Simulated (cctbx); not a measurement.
## Interatomic vectors of TmMgIr

Space group I4/mmm (no. 139), a = 4.1980 Å, b = 4.1980 Å, c = 14.9160 Å, α = 90.00°, β = 90.00°, γ = 90.00°, content Ir4 Tm4 Mg4.

Simulated single-crystal data (cctbx): Ag Kα, λ = 0.56087 Å, to d = 0.6 Å, 80 % of the full sphere, strongest reflection 70000 counts, noise from counting, a 2 % proportional error and a noise floor of 4 counts (s.d.); no absorption, some extinction.

Patterson synthesis, origin scaled to 1000:

```text
Patterson group I 4/m m m
      u       v       w   height  length (A)
  0.000   0.000   0.000   1000.0     0.00
  0.000   0.000   0.201    487.7     3.00
  0.000   0.000   0.465    477.8     6.94
  0.000   0.000   0.263    279.5     3.93
  0.000   0.000   0.333    201.0     4.97
  0.000   0.500   0.145     55.4     3.02
  0.077   0.201   0.000     23.0     0.90
  0.070   0.070   0.051     16.7     0.86
  0.000   0.000   0.051     16.2     0.75
  0.133   0.133   0.020     16.1     0.85
  0.058   0.161   0.500     14.1     7.49
  0.087   0.205   0.464     12.4     6.98
  0.244   0.244   0.500     10.8     7.60
  0.122   0.122   0.232      9.3     3.54
```

Q: Assign the vectors.

A peak at u stands for all pairs with xi − xj = u, with weight Σ ZiZj against Σ Z² = 43336 at the origin. Peak heights follow these weights only roughly, since form factors, motion and series ripples differ, all vectors within 0.55 Å of a peak are counted as merged into it though the farther ones add only part of their weight, and F(000) is left out, which lowers the whole map:

| u | v | w | shortest length (Å) | height | 1000 ΣZiZj/ΣZ² | pairs in the cell |
| --- | --- | --- | --- | --- | --- | --- |
| 0.000 | 0.000 | 0.201 | 3.00 | 488 | 490 | 4 × Ir–Tm |
| 0.000 | 0.000 | 0.465 | 3.01 | 478 | 504 | 4 × Ir–Tm, 4 × Mg–Mg |
| 0.000 | 0.000 | 0.263 | 3.92 | 280 | 274 | 2 × Ir–Ir |
| 0.000 | 0.000 | 0.333 | 3.88 | 201 | 220 | 2 × Tm–Tm |
| 0.000 | 0.500 | 0.145 | 3.01 | 55 | 162 | 4 × Ir–Mg, 4 × Tm–Mg |

The table stops at ten peaks or at a height of 45, below which ripples compete. In the model behind the data Ir, the heaviest element, has 1 independent site: (0, 0, 0.1317), up to an allowed shift of origin; the Ir–Ir vectors are differences of these positions and their symmetry mates. Elements of similar Z can't be told apart from the map alone. The whole model:

```
atom  mult.  x    y       z  Ueq (Å²)
 Ir1      4  0    0  0.1317    0.0046
 Tm1      4  0    0  0.3328    0.0054
 Mg1      4  0  1/2       0    0.0105
```

The model is made up (kin elements in a known structure type, no relaxation), so it says nothing on whether the phase exists.

[Logs are printed without paths, hosts, clocks, repeated set-up lines and the standing remarks that a program may print on its own settings, such as how far it seeks lower states.]
